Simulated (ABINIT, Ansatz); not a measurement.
# Converging GW for AlGaAs2 (zincblende [001] superlattice) (P-4m2) in ABINIT

What does each rung of G0W0 on AlGaAs2 (zincblende [001] superlattice) (P-4m2) cost, and what does it buy?

Calculated with ABINIT 10.8.3; PBEsol and many-body steps on it, plane waves.

This is a report of a sequence of runs, with most program output left out.

The structure was built from a prototype and need not be the compound's stable phase.

### Step 1. Starting point

Symmetry: P-4m2, No. 115, tetragonal system. The conventional cell has a = 4.012 Å, b = 4.012 Å, c = 11.308 Å, α = 90.00°, β = 90.00°, γ = 90.00°. Ga has 4 As at 2.45 Å nearest. As has 4 Ga at 2.45 Å nearest. As has 2 Al at 2.45 Å and 2 Ga at 2.45 Å nearest. Nearest to Al lie 4 As at 2.45 to 2.46 Å. Nearest to As lie 4 Al at 2.46 Å. It derives from GaAs. Farther neighbours are not listed.

The structure was relaxed with PBEsol. The structure type comes from a generator and need not be one that this composition takes. The runs that relaxed it are not among those shown.

### Step 2. Empty states on the mesh, 4×4×1 mesh, 396 bands

This step: ABINIT 10.8.3; DFT, PBEsol, plane waves, norm-conserving pseudopotentials.

The sums over transitions need many empty states on a uniform mesh; this step solves for them.

run.abi reads:

```
acell 3*1.0 Angstrom
rprim 
  4.012070640132 0.000000000000 0.000000000000
  0.000000000000 4.012070640132 0.000000000000
  0.000000000000 0.000000000000 11.307870973057
ntypat 3
znucl 31 33 13
natom 8
typat 1 2 1 2 3 2 3 2
xred 
  0.000000000000 0.000000000000 0.062888263453
  0.500000000000 0.000000000000 0.187500000000
  0.500000000000 0.500000000000 0.312111736547
  0.000000000000 0.500000000000 0.437186699053
  0.000000000000 0.000000000000 0.562163356889
  0.500000000000 0.000000000000 0.687500000000
  0.500000000000 0.500000000000 0.812836643111
  0.000000000000 0.500000000000 0.937813300947
pp_dirpath "pseudos"
pseudos "Ga.upf, As.upf, Al.upf"
ecut 45
ngkpt 4 4 1
nshiftk 1
shiftk 0 0 0
kptopt 1
chksymbreak 0
iscf -2
irdden 1
istwfk *1
nband 396
nbdbuf 36
tolwfr 1e-09
nstep 60
prtvol 0
indata_prefix "in"
outdata_prefix "out"
tmpdata_prefix "tmp"
```

Started as:

```sh
$ OMP_NUM_THREADS=1 mpirun -n 4 abinit run.abi > log
```

Elapsed: 15 min, on 4 MPI ranks of AMD EPYC 9R45, shared host; peak memory 1.2 GiB; 59 min of CPU time.

Numbers from this step:

```
gap                                                           : 1.055 eV
k of the valence top                                          : 0, 0, 0
k of the conduction bottom                                    : 0, 0, 0
least direct gap                                              : 1.055 eV
k points computed                                             : 6
lowest point of the top converged band, above the valence top : 69.9629 eV
```

On this mesh the gap is 1.055 eV.

The density comes from a self-consistent run that is not shown.

### Step 3. Screening, 4×4×1 mesh, 106 bands, screening to 76.2 eV

The RPA dielectric matrix is built and inverted for each q.

This step: RPA screening on PBEsol, plane waves, norm-conserving pseudopotentials.

Changes to run.abi since step 2:

```diff
@@ -26,10 +26,11 @@
 chksymbreak 0
-iscf -2
-irdden 1
 istwfk *1
-nband 396
-nbdbuf 36
-tolwfr 1e-09
-nstep 60
-prtvol 0
+occopt 1
+irdwfk 1
+optdriver 3
+nband 106
+ecuteps 2.8
+inclvkb 2
+awtr 1
+symchi 1
 indata_prefix "in"
```

It took 1.9 min on 4 MPI ranks; peak memory 5.9 GiB; 7.6 min of CPU time.

Numbers from this step:

```
ε∞ with local fields, on this mesh, along the program's q direction : 24.09
the same without local fields                                       : 26.17
plasma frequency                                                    : 32.57 eV
plane waves in the screening matrix                                 : 273
```

Local fields lower ε∞ by 8 %. On a Γ-centred mesh this coarse the value itself is usually too large, while a short band sum pulls it down.

### Step 4. 106 bands, 76.2 eV

The self-energy is evaluated for the states that the input lists, and the levels follow from it, in one-shot runs by the linearised quasiparticle equation.

This step: G0W0 on PBEsol, plane waves, norm-conserving pseudopotentials.

Changes to run.abi since step 3:

```diff
@@ -29,8 +29,15 @@
 irdwfk 1
-optdriver 3
+optdriver 4
 nband 106
+gwcalctyp 0
+ecutsigx 45
+symsigma 1
+nkptgw 1
+kptgw 
+  0.0000000000 0.0000000000 0.0000000000
+bdgw 
+  69 72
 ecuteps 2.8
-inclvkb 2
-awtr 1
-symchi 1
+irdscr 1
+ppmodel 1
 indata_prefix "in"
```

It took 10 s on 4 MPI ranks; peak memory 2.8 GiB; 41 s of CPU time.

Numbers from this step:

```yaml
g0w0_gap_on_the_points_computed: 1.497 eV
starting_gap_on_the_mesh: 1.055 eV
k_of_the_valence_top: 0, 0, 0
k_of_the_conduction_bottom: 0, 0, 0
z_at_the_valence_top: 0.796
z_at_the_conduction_bottom: 0.808
least_direct_g0w0_gap_on_the_computed_points: 1.497 eV
```

The gap on the mesh goes from 1.05 eV to 1.50 eV, a correction of +0.44 eV.

### Step 5. Screening, 4×4×1 mesh, 188 bands, screening to 141.5 eV

This step: RPA screening on PBEsol, plane waves, norm-conserving pseudopotentials.

Changes to run.abi since step 4:

```diff
@@ -29,15 +29,8 @@
 irdwfk 1
-optdriver 4
-nband 106
-gwcalctyp 0
-ecutsigx 45
-symsigma 1
-nkptgw 1
-kptgw 
-  0.0000000000 0.0000000000 0.0000000000
-bdgw 
-  69 72
-ecuteps 2.8
-irdscr 1
-ppmodel 1
+optdriver 3
+nband 188
+ecuteps 5.2
+inclvkb 2
+awtr 1
+symchi 1
 indata_prefix "in"
```

Wall time 6.4 min (4 MPI ranks); peak memory 6.2 GiB; 25 min of CPU time.

This step gave:

* ε∞ with local fields, on this mesh, along the program's q direction: 24.20
* the same without local fields: 26.21
* plasma frequency: 32.57 eV
* plane waves in the screening matrix: 689

### Step 6. 188 bands, 141.5 eV

This step: G0W0 on PBEsol, plane waves, norm-conserving pseudopotentials.

Changes to run.abi since step 5:

```diff
@@ -29,8 +29,15 @@
 irdwfk 1
-optdriver 3
+optdriver 4
 nband 188
+gwcalctyp 0
+ecutsigx 45
+symsigma 1
+nkptgw 1
+kptgw 
+  0.0000000000 0.0000000000 0.0000000000
+bdgw 
+  69 72
 ecuteps 5.2
-inclvkb 2
-awtr 1
-symchi 1
+irdscr 1
+ppmodel 1
 indata_prefix "in"
```

It took 27 s on 4 MPI ranks; peak memory 3.4 GiB.

Numbers from this step:

```
G0W0 gap on the points computed              : 1.547 eV
starting gap on the mesh                     : 1.055 eV
k of the valence top                         : 0, 0, 0
k of the conduction bottom                   : 0, 0, 0
Z at the valence top                         : 0.789
Z at the conduction bottom                   : 0.803
least direct G0W0 gap on the computed points : 1.547 eV
```

Against G0W0 in ABINIT (4×4×1 mesh, 106 bands, screening to 76.2 eV, Godby-Needs plasmon pole), the gap moves by +0.050 eV.

### Step 7. Screening, 4×4×1 mesh, 360 bands, screening to 217.7 eV

This step: RPA screening on PBEsol, plane waves, norm-conserving pseudopotentials.

Changes to run.abi since step 6:

```diff
@@ -29,15 +29,8 @@
 irdwfk 1
-optdriver 4
-nband 188
-gwcalctyp 0
-ecutsigx 45
-symsigma 1
-nkptgw 1
-kptgw 
-  0.0000000000 0.0000000000 0.0000000000
-bdgw 
-  69 72
-ecuteps 5.2
-irdscr 1
-ppmodel 1
+optdriver 3
+nband 360
+ecuteps 8
+inclvkb 2
+awtr 1
+symchi 1
 indata_prefix "in"
```

Run time: 24 min. Hardware: 4 MPI ranks; peak memory 8.5 GiB.

This step gave:

```
ε∞ with local fields, on this mesh, along the program's q direction : 24.30
the same without local fields                                       : 26.23
plasma frequency                                                    : 32.57 eV
plane waves in the screening matrix                                 : 1359
```

### Step 8. 360 bands, 217.7 eV

This step: G0W0 on PBEsol, plane waves, norm-conserving pseudopotentials.

Changes to run.abi since step 7:

```diff
@@ -29,8 +29,15 @@
 irdwfk 1
-optdriver 3
+optdriver 4
 nband 360
+gwcalctyp 0
+ecutsigx 45
+symsigma 1
+nkptgw 1
+kptgw 
+  0.0000000000 0.0000000000 0.0000000000
+bdgw 
+  69 72
 ecuteps 8
-inclvkb 2
-awtr 1
-symchi 1
+irdscr 1
+ppmodel 1
 indata_prefix "in"
```

Elapsed: 2 min, on 4 MPI ranks; peak memory 8 GiB; 8.1 min of CPU time.

Numbers from this step:

| Quantity | Value |
| --- | --- |
| G0W0 gap on the points computed | 1.686 eV |
| starting gap on the mesh | 1.055 eV |
| k of the valence top | 0, 0, 0 |
| k of the conduction bottom | 0, 0, 0 |
| least direct G0W0 gap on the computed points | 1.686 eV |

Against G0W0 in ABINIT (4×4×1 mesh, 188 bands, screening to 141.5 eV, Godby-Needs plasmon pole), the gap moves by +0.139 eV.

### Step 9. Side by side

Times are wall times on 4 MPI ranks of AMD EPYC 9R45, shared host, good to a factor of about two. A run's time includes the screening step that it read.

```csv
run,mesh,bands,screening cutoff (eV),DFT gap (eV),gap on the mesh (eV),direct (eV),ε∞ used,time
"106 bands, 76.2 eV",4×4×1,106,76.2,1.055,1.497,1.497,24.09,2.1 min
"188 bands, 141.5 eV",4×4×1,188,141.5,1.055,1.547,1.547,24.20,6.8 min
"360 bands, 217.7 eV",4×4×1,360,217.7,1.055,1.686,1.686,24.30,26 min
```

### Step 10. Summary of results

```
106 bands, 76.2 eV  : 1.497 eV
188 bands, 141.5 eV : 1.547 eV
360 bands, 217.7 eV : 1.686 eV
known limits        : not at the basis limit; no spin-orbit coupling; coarse k mesh
```

**Reading.** From the first rung to the last the gap moves by +0.19 eV for 12 times the time. The steps are not yet shrinking, so no limit is drawn. In the G0W0 runs levels were corrected at 1 k point alone, so a gap called «on the mesh» is the least over those, and an edge elsewhere would be missed. The 4×4×1 mesh is coarse for this cell, which bears on the long-range parts of exchange and screening. The many-body steps are scalar-relativistic: spin-orbit coupling is not in them.

[Paths, hosts, dates, memory and timing lines, banners, echoed tables and standing remarks are left out of the program output.]

[Logs are printed without paths, hosts, clocks, repeated set-up lines and the standing remarks that a program may print on its own settings, such as how far it seeks lower states.]

[Runs of the session that timed out or met a known fault of the program may be left out.]

[Hosts, paths, dates, database ids (printed as entryN), source tags and the programs' standing remarks are cut or masked in the printed files.]

[G0W0 gaps are taken among the corrected bands and points alone; a level outside them can change the order at an edge.]

[Where Ansatz stands beside ABINIT at settings called matched, ABINIT's density can come from a denser mesh and the files from another edition; pairs whose starting gaps differed by over 0.03 eV were left out, so agreement reads better than it is.]
